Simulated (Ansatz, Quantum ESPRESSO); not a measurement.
**Os [001], hcp: uniaxial strain and lateral response**

The c axis is held at a set length while the cell relaxes sideways. How do the lateral strain and the stress follow? The strained cell has c along the load; unstrained it is a = 2.7263 Å, b = 2.7263 Å, c = 4.3110 Å, α = 90.00°, β = 90.00°, γ = 120.00°, with 2 atoms.

Calculated with Quantum ESPRESSO 7.5, PBEsol, GBRV 1.5 ultrasoft potentials, cutoff 680 eV, Fermi–Dirac smearing 0.05 eV, k-mesh 18×18×10, no spin polarisation, no spin-orbit coupling.

Relaxed positions at 0 %:

```csv
atom,x,y,z
Os,0.3333,0.6667,0.7500
Os,0.6667,0.3333,0.2500
```

| ε_c (%) | a (Å) | c (Å) | ε_a (%) | σ (GPa, tension positive) |
| --- | --- | --- | --- | --- |
| −3 | 2.7488 | 4.1817 | 0.824 | −23.56 |
| −1 | 2.7333 | 4.2679 | 0.256 | −7.56 |
| 0 | 2.7263 | 4.3110 | 0.000 | −0.01 |
| 1 | 2.7201 | 4.3541 | −0.229 | 7.41 |
| 2 | 2.7145 | 4.3972 | −0.434 | 14.63 |
| 3 | 2.7096 | 4.4403 | −0.614 | 21.66 |

**Question.** Fit both responses and give the free strain and the stress at −2 %, a row left out above.

Least squares with y = y0 + y1 ε + y2 ε² (ε in %) gives ε_a = 0.001 + (−0.2401) ε + (0.0115) ε² and σ = 0.01 + (7.530) ε + (−0.107) ε² GPa. The linear terms put the ratio of free to applied strain at −0.240 and the Young modulus at 753 GPa.

At −2 % the free strain comes out as 0.527 %. The run itself gives 0.536 %, so the estimate misses by 0.009 %, more than the largest misfit of the fitted rows (0.003 %).

The stress comes out as −15.47 GPa. The run itself gives −15.26 GPa, so the estimate misses by 0.21 GPa, more than the largest misfit of the fitted rows (0.06 GPa).

The negative ε² term means that the crystal stiffens in compression and softens in tension.

The same fit over all rows at other levels or in other programs gives the strain ratio = −0.240 with PBEsol (Ansatz).

[Logs are printed without paths, hosts, clocks, repeated set-up lines and the standing remarks that a program may print on its own settings, such as how far it seeks lower states.]
